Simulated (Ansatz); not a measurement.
# Mo2NO2 monolayer: following an unstable mode

Aim: this structure of Mo2NO2 monolayer is to be tested for unstable modes, and one is followed downhill.

Main program and level: Ansatz 0.2.0; DFT PBEsol, scalar-relativistic, plane waves, PAW; PAW set soft_1.

## (1) The starting structure

The cell holds 5 atoms: 1 N, 2 Mo and 2 O. Cell: a = 3.128 Å, b = 3.128 Å, c = 32.600 Å, α = 90.0°, β = 90.0°, γ = 120.0°. Vacuum lies along c.

## (2) Phonons on a q mesh

The cell comes from relaxations at this level that are not shown. Stability and thermal properties need the whole zone. Linear response on a 4×4×1 q mesh gives force constants as far as a supercell of that size would.

Input file input.yaml:

```yaml
crystal:
  lattice:
    - [3.1275982884, 0.0, 0.0]
    - [-1.5637991442, 2.7085795706, 0.0]
    - [0.0, 0.0, 32.6]
  atoms:
    - { symbol: "N", position: [0.0, 0.0, 0.3067484663] }
    - { symbol: Mo, position: [0.3333333333, 0.6666666667, 0.3385219659] }
    - { symbol: Mo, position: [0.6666666667, 0.3333333333, 0.2749749666] }
    - { symbol: O, position: [0.6666666667, 0.3333333333, 0.3700275879] }
    - { symbol: O, position: [0.3333333333, 0.6666666667, 0.2434693446] }
  periodic: [true, true, false]
kpoints:
  mp_grid: { grid: [20, 20, 1] }
hamiltonian:
  xc: pbesol
  pseudopotentials: { kind: paw, azcp: { folder: soft_1 }, xc_functional: pbe }
scf:
  occupations: { method: methfessel_paxton, width: 0.2 }
output:
  eigenvalues: true
phonons:
  method: dfpt
  qmesh: [4, 4, 1]
  temperatures: { t_max: 1000, t_step: 50 }
  qpath:
    path:
      - [0.0, 0.0, 0.0]
      - [0.5, 0.0, 0.0]
      - [0.33333333, 0.33333333, 0.0]
      - [0.0, 0.0, 0.0]
    npoints: 10
```

On the command line:

```console
ansatz run input.yaml --threads 8 --pin off --max-ram 16384MiB --backend cpu --events-out ev --progress --plain --runs-dir out
```

Numbers of over 12 decimals in the logs are rounded to 6 here.

What it wrote:

```text
Warning: crystal.symmetry: narrowed to the stabiliser of the run's FFT grids — unitary ops 12 → 6. A phonons.method: dfpt run fills in the rows of the dynamical matrix that it does not solve by its symmetry operations, which is exact only for operations that map its FFT grids onto themselves: filled in by any other, the frequencies could depend on the order in which like atoms are typed, or, by more than the grids' own error, on where the crystal sits among the grids' points. Excluded: 6 operations. The run can therefore solve more perturbations, solve them on more k-points, or both, and cost more. [rest of the remark cut]
Engine: ansatz 0.2.0, aarch64-unknown-linux-gnu
Pseudopotentials: kind: paw
Pseudopotential: N, paw, valence charge 5, recommended cutoff 420 eV (normal), soft_1/N.paw.azcp
Pseudopotential: Mo, paw, valence charge 14, recommended cutoff 420 eV (normal), soft_1/Mo.paw.azcp
Pseudopotential: O, paw, valence charge 6, recommended cutoff 420 eV (normal), soft_1/O.paw.azcp
Functional definition: PBEsol
  exchange = pbesol_x
  correlation = pbesol_c
Crystal: 5 atoms, lattice volume = 276.166 Å³
Basis set: ecut = 420 eV, 5353 PW (Γ), exchange–correlation on 48×48×450 points (8 copies of the dense FFT grid, shifted against one another)
Bands: 28, of which v1, the nominal top of the filled ones, is band 23 counted from 1 (22 counted from 0)
Symmetry: 12 space group operations
k-points: 44 of 400 (irreducible under 6 space group operations, time reversal used)
Non-local potential: N, projectors of the file, l = 0: 2, l = 1: 2, l = 2: 1
Non-local potential: Mo, projectors of the file, l = 0: 3, l = 1: 2, l = 2: 2, l = 3: 1
Non-local potential: O, projectors of the file, l = 0: 2, l = 1: 2, l = 2: 1
PAW form: soft (Blöchl's): semilocal exchange-correlation on the pseudo side does not see the compensation charge
PAW frozen core: N, regenerated for the run's functional, and the local potential with it (the file was generated under x = pbe(κ = 0.804, μ = 0.219515), c = pbe(β = 0.066725))
PAW frozen core: Mo, regenerated for the run's functional, and the local potential with it (the file was generated under x = pbe(κ = 0.804, μ = 0.219515), c = pbe(β = 0.066725))
PAW frozen core: O, regenerated for the run's functional, and the local potential with it (the file was generated under x = pbe(κ = 0.804, μ = 0.219515), c = pbe(β = 0.066725))
PAW one-centre angular grid: N, 110 points (default); XC on 64 Gauss nodes
PAW one-centre angular grid: Mo, 590 points (default); XC on 64 Gauss nodes
PAW one-centre angular grid: O, 110 points (default); XC on 64 Gauss nodes
Initial density: superposition of atomic densities (neutral atoms: chi_scale 0, normalization atom)
Initial wavefunctions: pseudopotential atomic-orbital guess
Functional: x = pbesol(κ = 0.804, μ = 0.123457), c = pbesol(β = 0.046)
SCF iter   1: F=—  HF=-11304.017048 eV  |F-HF|=—  |Δ(HF+E_count)|=         —  Δρ=9.79e-2  dr2=3.14e1  ethr=3.10e-3  ⟨swp⟩=12.2  Hψ=9415  notcnv=0
preconditioner: auto → LDOS  [metal: Δε(μ)=0.036 eV  Ē_g=11.826 eV  σ=0.200 eV  W_gap=0.15  n_scr=20 (ndim 8)  ℏωp=12.0 eV  f_vac=0.776  D(μ)=2.23/eV (n_scr^D=12)  β→1.0]
SCF iter   2: F=—  HF=-11301.558236 eV  |F-HF|=—  |Δ(HF+E_count)|=    2.46e0  S|Δr|=    0.00e0  Δρ=1.21e-1  dr2=4.42e1  ethr=3.10e-3  ⟨swp⟩=6.2  Hψ=5023  notcnv=0  defer=39
SCF iter   3: F=—  HF=-11295.959629 eV  |F-HF|=—  |Δ(HF+E_count)|=    5.60e0  S|Δr|=    0.00e0  Δρ=1.48e-2  dr2=6.00e-1  ethr=3.10e-3  ⟨swp⟩=5.1  Hψ=4356  notcnv=0  defer=2
SCF iter   4: F=—  HF=-11295.859414 eV  |F-HF|=—  |Δ(HF+E_count)|=   1.00e-1  S|Δr|=    0.00e0  Δρ=4.20e-3  dr2=1.44e-1  ethr=1.33e-3  ⟨swp⟩=3.2  Hψ=3014  notcnv=0  defer=38
SCF iter   5: F=—  HF=-11295.841716 eV  |F-HF|=—  |Δ(HF+E_count)|=   1.77e-2  S|Δr|=    0.00e0  Δρ=3.00e-3  dr2=3.60e-2  ethr=3.21e-4  ⟨swp⟩=3.3  Hψ=2692  notcnv=0  defer=38
SCF iter   6: F=—  HF=-11295.835962 eV  |F-HF|=—  |Δ(HF+E_count)|=   5.75e-3  S|Δr|=    0.00e0  Δρ=7.94e-4  dr2=3.96e-3  ethr=7.99e-5  ⟨swp⟩=3.2  Hψ=2176  notcnv=0  defer=38
SCF iter   7: F=—  HF=-11295.835498 eV  |F-HF|=—  |Δ(HF+E_count)|=   4.64e-4  S|Δr|=    0.00e0  Δρ=1.95e-4  dr2=1.37e-4  ethr=8.81e-6  ⟨swp⟩=3.1  Hψ=2603  notcnv=0  defer=38
SCF iter   8: F=—  HF=-11295.835494 eV  |F-HF|=—  |Δ(HF+E_count)|=   3.87e-6  S|Δr|=    0.00e0  Δρ=9.44e-5  dr2=3.15e-5  ethr=3.05e-7  ⟨swp⟩=4.1  Hψ=3211  notcnv=0  defer=38
SCF iter   9: F=—  HF=-11295.835486 eV  |F-HF|=—  |Δ(HF+E_count)|=   7.58e-6  S|Δr|=    0.00e0  Δρ=1.78e-5  dr2=1.36e-6  ethr=6.99e-8  ⟨swp⟩=3.9  Hψ=2970  notcnv=0  defer=38
SCF iter  10: F=—  HF=-11295.835298 eV  |F-HF|=—  |Δ(HF+E_count)|=   1.89e-4  S|Δr|=    0.00e0  Δρ=4.25e-6  dr2=2.99e-8  ethr=3.01e-9  ⟨swp⟩=3.9  Hψ=3216  notcnv=0  defer=38
SCF iter  11: F=—  HF=-11295.835298 eV  |F-HF|=—  |Δ(HF+E_count)|=   1.17e-7  S|Δr|=    0.00e0  Δρ=1.34e-6  dr2=3.69e-9  ethr=6.64e-11  ⟨swp⟩=3.6  Hψ=2973  notcnv=0  defer=38
SCF iter  12: F=—  HF=-11295.835298 eV  |F-HF|=—  |Δ(HF+E_count)|=   8.13e-9  S|Δr|=    0.00e0  Δρ=2.48e-7  dr2=1.14e-10  ethr=8.19e-12  ⟨swp⟩=4.1  Hψ=3148  notcnv=0  defer=38
SCF iter  13: F=-11295.835298 eV  HF=-11295.835298 eV  |F-HF|=2.91e-11  |Δ(HF+E_count)|=   1.15e-9  S|Δr|=    0.00e0  Δρ=4.03e-8  dr2=3.81e-12  ethr=1.00e-12  ⟨swp⟩=20.9  Hψ=13138  notcnv=0
SCF 1 converged in 13 iterations: F = -11295.835298 eV  dr2 = 3.81e-12
  greatest PAW one-centre occupation: 0.999 electrons in one spin orbital (limit 2), on the Mo atom at site 2 (counted from 0), in its partial waves of l = 0
phonons: the bands overlap, so this run is a metal and interpolates without the dipole-dipole term. If the crystal is really an insulator or semiconductor, its LO-TO splitting is missing
NSCF: frozen V_eff on 44 k-points
WARN: eigensolver did not converge (k=24): 1 band(s) unlocked after 2 eigensolves, warm-restarted (20 sweeps on the last) at ethr=1.39e-12 eV (storage-precision floor; scheduled 1.00e-12 eV) (lowest unlocked band 27, counted from 0; max residual 5.63e-6 eV among the unlocked bands, 5.63e-6 eV over every band; other slots of this pass that fall short are told together in one closing line; warning suppressed until the next SCF loop or pass starts)
WARN: eigensolver did not converge in 2 slots of this pass, the one above among them; of largest residual over every band (k=24): 1 band(s) unlocked (lowest unlocked band 27, counted from 0; max residual 5.63e-6 eV among the unlocked bands, 5.63e-6 eV over every band); of lowest unlocked band (k=24): band 27
NSCF: frozen V_eff on 111 k-points
DFPT response loops at q = (0, 0, 0) (fractional): preconditioner auto → none (partly filled bands, converged f_vac=0.788); β = 0.50; Broyden in place of MSR1
NSCF: frozen V_eff on 420 k-points
DFPT response loops at q = (0, 0.25, 0) (fractional): mixed as the last ones told, above
NSCF: frozen V_eff on 222 k-points
DFPT response loops at q = (0, -0.5, 0) (fractional): mixed as the last ones told, above
NSCF: frozen V_eff on 800 k-points
DFPT response loops at q = (0.25, 0.25, 0) (fractional): mixed as the last ones told, above
SCF converged after 13 iterations
Stability not checked: this state was not tested for a lower state beside it, because cold or Methfessel-Paxton smearing, or corrected tetrahedra, fill the levels in a way that the test cannot read (fill_not_monotonic; see scf.lower_state_search)
Free energy (F): -11295.835298 eV
Harris-Foulkes:  -11295.835298 eV  (|F-HF|=2.91e-11)
Internal energy: -11295.835617 eV  (E = F + TS)
E sigma→0 (E₀):  -11295.835378 eV
Entropy (-TS):   0.000319 eV (0.064 meV/atom)
Fermi energy:    -6.094600 eV
--- Per-component energies (eV) ---
  E_band       = -1172.556617
  E_kinetic    = 1311.511929
  E_local      = -143372.746198  (includes V_loc(G=0)·N_el)
  E_nonlocal   = 439.476161
  E_hartree    = 70784.852559
  E_xc         = -550.610104
  E_vxc        = -694.718872  (∫ρ·V_xc dr)
  E_paw        = -6743.937258  (= ΣΔE_a)
  E_vpaw       = -425.787084  (= ΣTr[D̂ρ^β])
  E_aug_tail   = 0.002502  (compensation charges beyond the density's cutoff)
  E_ewald      = 66835.097517
  E_core_change = 0.517275  (= ΣΔE_core)
  E_smearing   = 0.000319  (= −TS)
  E_closure    = 0.000000  (closes the sum)
  Σ components = -11295.835298   (vs F -11295.835298, Δ=0.00e0)
--- Band table (eV; the first three rows and the last of 44) ---
  k-point 0: bands = [... 19 lower, -9.1663, -8.6673, -8.6673, -6.4133, -5.3319, -5.3319, -4.4319, -3.4679, ... 1 higher]
  k-point 1: bands = [... 19 lower, -9.0986, -8.4005, -8.3888, -6.5039, -5.3124, -5.2285, -4.4208, -3.5180, ... 1 higher]
  k-point 2: bands = [... 19 lower, -8.9772, -8.1045, -7.9733, -6.6288, -5.2414, -5.0300, -4.3893, -3.6115, ... 1 higher]
  k-point 43: bands = [... 19 lower, -10.0987, -7.0640, -6.9165, -6.7407, -4.5540, -4.4233, -3.8491, -2.3325, ... 1 higher]
--- Phonons (Γ-DFPT): 10 representative perturbations + reference (Σ response iterations 54) ---
  ASR residual: 4.313e-5 → 0.000e0 eV/Å²; symmetrization residual: 1.021e-5 eV/Å²
  The last average, over the group as it would stand without the narrowing to the FFT grids, took up to 3.333e-6 eV/Å² of the zone centre's force constants
  ASR residual per site (eV/Å²): 6.21e-6 1.30e-5 1.37e-5 4.31e-5 4.06e-5
  Γ frequencies (cm⁻¹): 0.00 0.00 0.00 152.89 152.89 285.51 360.69 360.69 398.76 398.76 479.93 536.53 542.88 685.33 685.33
--- Phonons (arbitrary-q DFPT): 4 irreducible q on the 4×4×1 mesh ---
  q = [0.0000, 0.0000, 0.0000] (star 1, of the zone-centre solve; hermiticity 7.07e-7, symmetrization 2.69e-13, taken by the last average 1.15e-7): -0.00 0.00 0.00 152.89 152.89 285.51 360.69 360.69 398.76 398.76 479.93 536.53 542.88 685.33 685.33
  q = [0.0000, 0.2500, 0.0000] (star 6, 15 solved perturbations on 210 of 400 k-point pairs; hermiticity 4.94e-7, symmetrization 1.05e-10, taken by the last average 8.50e-8): -164.24 -78.28 81.53 162.92 165.73 236.83 348.40 369.87 392.01 423.18 487.29 502.54 527.13 690.70 698.70
  q = [0.0000, -0.5000, 0.0000] (star 3, 15 solved perturbations on 111 of 400 k-point pairs; hermiticity 3.19e-7, symmetrization 4.49e-11, taken by the last average 7.58e-8): -132.71 -42.94 153.53 175.29 189.57 294.64 377.54 386.80 394.95 427.13 471.73 493.30 509.14 656.22 697.87
  q = [0.2500, 0.2500, 0.0000] (star 6, 10 solved perturbations in 3050 linear systems a pass and spin channel, the states on 400 of 400 k-point pairs; hermiticity 3.28e-7, symmetrization 1.04e-10, taken by the last average 9.71e-8): -138.12 82.82 150.16 163.52 182.20 289.50 354.60 393.74 405.53 405.94 478.29 480.04 522.09 686.57 717.48
  sum rule: each row above includes the acoustic sum rule's correction from the zone centre's row sums; it moved no ω² by more than (0.86 cm⁻¹)²
  mesh force constants: q→R imaginary residual 5.76e-18; ASR residual 4.313e-5 → 0.000e0 eV/Å²; symmetrization residual 1.066e-14 eV/Å²
  interpolated dispersion: 31 rows × 15 modes
  density of states and harmonic sums: on the 24×24×1 q-mesh, interpolated from the force constants of a 4×4×1 supercell (no non-analytic term)
  largest difference from the sums on the solved wave vectors: F 3.73e-2 eV, S 4.31e-5 and C_V 1.13e-5 eV/K
  zero-point energy: 0.321441 eV/cell   skipped modes (ω ≤ 0): 100, of them read as no rigid motion or as one in doubt: 97 (1.615e0 modes/cell left out, lowest -169.74 cm⁻¹)   left out of the sums: 1.08e-1 of the cell's modes: C_V's classical limit lies that fraction below 3 k_B per atom; for a crystal, a wire or a layer, F and S can be off by more, and a phonons.interpolated_qmesh denser along its periods is the remedy for the sampling
```

Wall time 17 min (8 threads of Arm Neoverse V2, shared host); peak memory 5.8 GiB; 2.2 h of CPU time.

The column dr2 measures how far the density is from self-consistency, as an energy; F and HF (Harris–Foulkes) agree once it is small.

This run has no spin polarisation, although Mo can carry a moment.

This step gave:

```
gap on the k-mesh                                       : 0 eV
sum-rule residual before enforcement                    : 4.31e-5 eV/Å²
lowest frequency on the path                            : -169.7 cm⁻¹
point group                                             : -3m
highest frequency on the path or at a solved wavevector : 719.5 cm⁻¹
area per atom                                           : 1.694 Å²
highest optical mode at the zone centre (no LO-TO term) : 685.3 cm⁻¹
lowest optical zone-centre mode                         : 152.9 cm⁻¹
lowest mode on the q mesh (acoustic modes at Γ apart)   : -164.2 cm⁻¹
```

Frequencies (cm⁻¹) solved at each irreducible wavevector; negative means imaginary. Frequencies by wavevector, by row:

```tsv
q in reciprocal lattice units	star	mode 1	mode 2	mode 3	mode 4	mode 13	mode 14	mode 15
0 0 0	1	0	0	0	152.9	542.9	685.3	685.3
0 0.25 0	6	-164.2	-78.3	81.5	162.9	527.1	690.7	698.7
0 -0.5 0	3	-132.7	-42.9	153.5	175.3	509.1	656.2	697.9
0.25 0.25 0	6	-138.1	82.8	150.2	163.5	522.1	686.6	717.5
```

Interpolated from a 4×4×1 q mesh. The phonon branches at the labelled points (cm⁻¹):

```tsv
point	branch 1	branch 2	branch 3	branch 4	branch 12	branch 13	branch 14	branch 15
Γ	0	0	0	153	536	543	685	685
halfway	-164	-78	82	163	502	527	691	699
M	-133	-43	154	175	493	509	656	698
halfway	-106	20	158	173	483	517	679	714
K	34	94	94	176	477	520	714	714
halfway	-170	70	92	122	492	527	692	701
Γ	0	0	0	153	536	543	685	685
```

Symmetry leaves 4 wavevectors to solve. The lowest mode among them, the acoustic zeros apart, lies at q = (0, 0.25, 0) and is imaginary, 164.2i cm⁻¹, so the energy falls along it. Between them the interpolated path dips to 170i cm⁻¹.

## (3) The mode frozen in, largest atomic shift 0 Å

The mode followed lies at q = (0, -0.5, 0) with frequency 42.9i cm⁻¹, one of the unstable modes though not the softest. At small amplitude the distorted cell has space group no. 13 by a symmetry search on the positions. The undistorted cell that holds it gives the zero of energy on the same k mesh.

System of this step: Mo2NO2 monolayer. The cell holds 10 atoms: 2 N, 4 Mo and 4 O. Its edges and angles: a = 3.128 Å, b = 5.417 Å, c = 32.600 Å, α = 90.0°, β = 90.0°, γ = 90.0°. It derives from Mo2NO2. Vacuum lies along c.

Input file input.yaml:

```yaml
crystal:
  lattice:
    - [3.1275982884, 0.0, 0.0]
    - [1.0e-10, 5.4171591411, 0.0]
    - [0.0, 0.0, 32.6]
  atoms:
    - { symbol: "N", position: [0.5, 0.5, 0.3067484663] }
    - { symbol: "N", position: [0.0, 0.0, 0.3067484663] }
    - { symbol: Mo, position: [0.0, 0.3333333333, 0.3385219659] }
    - { symbol: Mo, position: [0.5, 0.8333333333, 0.3385219659] }
    - { symbol: Mo, position: [0.5, 0.1666666667, 0.2749749666] }
    - { symbol: Mo, position: [0.0, 0.6666666667, 0.2749749666] }
    - { symbol: O, position: [0.5, 0.1666666667, 0.3700275879] }
    - { symbol: O, position: [0.0, 0.6666666667, 0.3700275879] }
    - { symbol: O, position: [0.0, 0.3333333333, 0.2434693446] }
    - { symbol: O, position: [0.5, 0.8333333333, 0.2434693446] }
  periodic: [true, true, false]
kpoints:
  mp_grid: { grid: [12, 8, 1] }
hamiltonian:
  xc: pbesol
  pseudopotentials: { kind: paw, azcp: { folder: soft_1 }, xc_functional: pbe }
scf:
  occupations: { method: methfessel_paxton, width: 0.2 }
output:
  forces: true
  stress: true
  eigenvalues: true
```

What it wrote:

```text
[...]
Crystal: 10 atoms, lattice volume = 552.332 Å³
Basis set: ecut = 420 eV, 10785 PW (Γ), exchange–correlation on 48×80×450 points (8 copies of the dense FFT grid, shifted against one another)
Bands: 55, of which v1, the nominal top of the filled ones, is band 45 counted from 1 (44 counted from 0)
Symmetry: 8 space group operations
[...]
k-points: 35 of 96
[...]
k-point 0: bands = [... 41 lower, -8.6678, -7.9962, -6.4139, -6.2627, -6.0331, -5.3326, -5.3325, -4.9420, ... 6 higher]
  k-point 1: bands = [... 41 lower, -8.2860, -8.0169, -6.5420, -6.3379, -5.9793, -5.3013, -5.1817, -4.8436, ... 6 higher]
  k-point 2: bands = [... 41 lower, -8.0100, -7.7772, -6.6379, -6.5303, -5.8777, -5.1786, -4.9402, -4.7193, ... 6 higher]
  k-point 34: bands = [... 41 lower, -7.9965, -6.2626, -6.2626, -6.0329, -6.0329, -4.9417, -4.9417, -4.7688, ... 6 higher]
[key lines of the parts left out:]
SCF converged after 11 iterations
Free energy (F): -22591.670268 eV
Fermi energy:    -6.096520 eV
P = ½ c Tr σ = -0.0155 N/m
```

It took 14 s on 8 threads; peak memory 2.1 GiB.

This step gave:

```yaml
energy_from_the_undistorted_cell: 0 meV/atom
```

## (4) The mode frozen in, largest atomic shift 0.08 Å

The atoms are moved along the unstable eigenvector, the largest shift by 0.08 Å, with the cell fixed.

input.yaml, the sections that differ from step 3:

```yaml
crystal:
  lattice:
    - [3.1275982884, 0.0, 0.0]
    - [1.0e-10, 5.4171591411, 0.0]
    - [0.0, 0.0, 32.6]
  atoms:
    - { symbol: "N", position: [0.4744212675, 0.5, 0.3067484663] }
    - { symbol: "N", position: [0.0255787325, 0.0, 0.3067484663] }
    - { symbol: Mo, position: [-0.0235733827, 0.3333333333, 0.3385219659] }
    - { symbol: Mo, position: [0.5235733827, 0.8333333333, 0.3385219659] }
    - { symbol: Mo, position: [0.5235733827, 0.1666666667, 0.2749749666] }
    - { symbol: Mo, position: [-0.0235733827, 0.6666666667, 0.2749749666] }
    - { symbol: O, position: [0.4863942353, 0.1666666667, 0.3700275879] }
    - { symbol: O, position: [0.0136057647, 0.6666666667, 0.3700275879] }
    - { symbol: O, position: [0.0136057647, 0.3333333333, 0.2434693446] }
    - { symbol: O, position: [0.4863942353, 0.8333333333, 0.2434693446] }
  periodic: [true, true, false]
# kpoints, hamiltonian, scf, output: as in step 3
```

What it wrote:

```text
[...]
Crystal: 10 atoms, lattice volume = 552.332 Å³
Basis set: ecut = 420 eV, 10785 PW (Γ), exchange–correlation on 48×80×450 points (8 copies of the dense FFT grid, shifted against one another)
Bands: 55, of which v1, the nominal top of the filled ones, is band 45 counted from 1 (44 counted from 0)
Symmetry: 4 space group operations
[...]
k-points: 35 of 96
[...]
k-point 0: bands = [... 41 lower, -8.6197, -8.0129, -6.8140, -5.9742, -5.8908, -5.5252, -5.3580, -4.9270, ... 6 higher]
  k-point 1: bands = [... 41 lower, -8.2907, -8.0260, -6.9215, -5.9984, -5.9518, -5.4537, -5.2002, -4.8711, ... 6 higher]
  k-point 2: bands = [... 41 lower, -8.0233, -7.8027, -7.0614, -6.1613, -5.9069, -5.2636, -4.9508, -4.7387, ... 6 higher]
  k-point 34: bands = [... 41 lower, -8.0225, -6.2189, -6.2189, -6.0751, -6.0751, -4.9225, -4.9225, -4.7305, ... 6 higher]
[key lines of the parts left out:]
SCF converged after 11 iterations
Free energy (F): -22591.679572 eV
Fermi energy:    -6.060051 eV
P = ½ c Tr σ = -0.3385 N/m
```

It took 13 s on 8 threads; peak memory 2.1 GiB; 1.7 min of CPU time.

This step gave:

```
energy from the undistorted cell : -0.921 meV/atom
```

The energy, extrapolated to zero smearing, is -0.92 meV/atom against the undistorted cell.

## (5) Energy along the mode, all amplitudes (two of the runs are shown above)

An imaginary frequency means negative curvature, so the energy should fall and then rise again as anharmonic terms take over.

This step gave:

* depth at the lowest point sampled: 0.921 meV/atom
* largest atomic shift at that point: 0.08 Å

Table of energy from the parent by largest atomic shift:

```tsv
largest atomic shift (Å)	energy from the parent (meV/atom)
0.0000	0
0.0400	-0.309
0.0800	-0.921
0.1400	0.287
0.2200	17.6
```

Displacement at unit largest shift by atom:

```tsv
atom	x (Å)	y (Å)	z (Å)	size
N1	-1.00	0.00	0.00	1.00
N2	1.00	0.00	0.00	1.00
Mo3	-0.92	0.00	0.00	0.92
Mo4	0.92	0.00	0.00	0.92
Mo5	0.92	0.00	0.00	0.92
Mo6	-0.92	0.00	0.00	0.92
O7	-0.53	0.00	0.00	0.53
O8	0.53	0.00	0.00	0.53
O9	0.53	0.00	0.00	0.53
O10	-0.53	0.00	0.00	0.53
```

The lowest of the steps tried is at 0.08 Å, 0.921 meV/atom below the parent; the bottom of the well need not coincide with a step.

(Part 1 of 2 ends here.)

[Logs are printed without paths, hosts, clocks, repeated set-up lines and the standing remarks that a program may print on its own settings, such as how far it seeks lower states.]

[Hosts, paths, dates, database ids (printed as entryN), source tags and the programs' standing remarks are cut or masked in the printed files.]
